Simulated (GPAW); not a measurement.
Consider LaS (Fm-3m).

```cif
data_structure
_symmetry_space_group_name_H-M 'P 1'
_symmetry_Int_Tables_number 1
_cell_length_a 4.1394
_cell_length_b 4.1394
_cell_length_c 4.1394
_cell_angle_alpha 60.000
_cell_angle_beta 60.000
_cell_angle_gamma 60.000
_cell_volume 50.15
loop_
_atom_site_label
_atom_site_type_symbol
_atom_site_fract_x
_atom_site_fract_y
_atom_site_fract_z
_atom_site_occupancy
La1 La 0.00000 0.00000 0.00000 1
S2 S 0.50000 0.50000 0.50000 1
```

Absorber: atom 1, with 6 S at 2.93 Å (octahedral, site symmetry m-3m). Method: GPAW, LDA, excited-electron core hole (neutral cell), 12-atom cell with 7.2 Å between holes, 3×3×3 k points, dipole transitions, Gaussian full width 3.41 eV up to 4 eV, rising linearly to 3.5 eV at 25 eV, without spin-orbit coupling.

Question: Where do the maxima of the La L₃ edge fall?

Main maxima up to 28 eV above the zero (height): 2.2 eV (2.49), 9.2 eV (0.74) and 17.0 eV (0.77). At an L edge the dipole rule selects empty d (and weakly s) states on the absorber, and the strong line at the onset measures the empty part of its d band. 

The La L₃ spectrum (energy from the lowest empty level; intensity scaled to a mean of 1 over the first 20 eV):

| E (eV) | intensity |
| --- | --- |
| -2.00 | 0.16 |
| -1.25 | 0.40 |
| -0.50 | 0.81 |
| 0.25 | 1.38 |
| 1.00 | 1.98 |
| 1.75 | 2.40 |
| 2.50 | 2.48 |
| 3.25 | 2.20 |
| 4.00 | 1.73 |
| 4.75 | 1.25 |
| 5.50 | 0.91 |
| 6.25 | 0.73 |
| 7.00 | 0.68 |
| 7.75 | 0.70 |
| 8.50 | 0.73 |
| 9.25 | 0.74 |
| 10.00 | 0.73 |
| 10.75 | 0.69 |
| 11.50 | 0.64 |
| 12.25 | 0.59 |
| 13.00 | 0.54 |
| 13.75 | 0.53 |
| 14.50 | 0.57 |
| 15.25 | 0.64 |
| 16.00 | 0.72 |
| 16.75 | 0.77 |
| 17.50 | 0.75 |
| 18.25 | 0.69 |
| 19.00 | 0.61 |
| 19.75 | 0.55 |
| 20.50 | 0.53 |
| 21.25 | 0.53 |
| 22.00 | 0.56 |
| 22.75 | 0.58 |
| 23.50 | 0.61 |
| 24.25 | 0.64 |
| 25.00 | 0.65 |
| 25.75 | 0.65 |
| 26.50 | 0.64 |
| 27.25 | 0.62 |
| 28.00 | 0.62 |
| 28.75 | 0.63 |

Only the L₃ part is meant: spin–orbit coupling of the core level isn't computed and the L₂ copy isn't added. The script folds with a Gaussian, whereas the core hole's own line is a Lorentzian, so the onset is too steep and the first peak too high. The primitive cell holds an odd number of electrons, so a spin-paired run has to come out metallic; that is right for a metal, but some such compounds are magnetic or distorted insulators. The structure is a published determination, not relaxed.

[Banner, clock and machine lines of the logs are left out without a mark of their own.]

[Logs are printed without paths, hosts, clocks, repeated set-up lines and the standing remarks that a program may print on its own settings, such as how far it seeks lower states.]

[Hosts, paths, dates, database ids (printed as entryN), source tags and the programs' standing remarks are cut or masked in the printed files.]

[Lists of maxima count a maximum above −3 eV only where it reaches 4 % of the highest in the window and stands out from its surroundings by 2 % of it (1.5 % where it reaches 55 %); shoulders and weaker maxima are passed over, and of the rest the first, up to two pre-edge ones and the few strongest are named.]
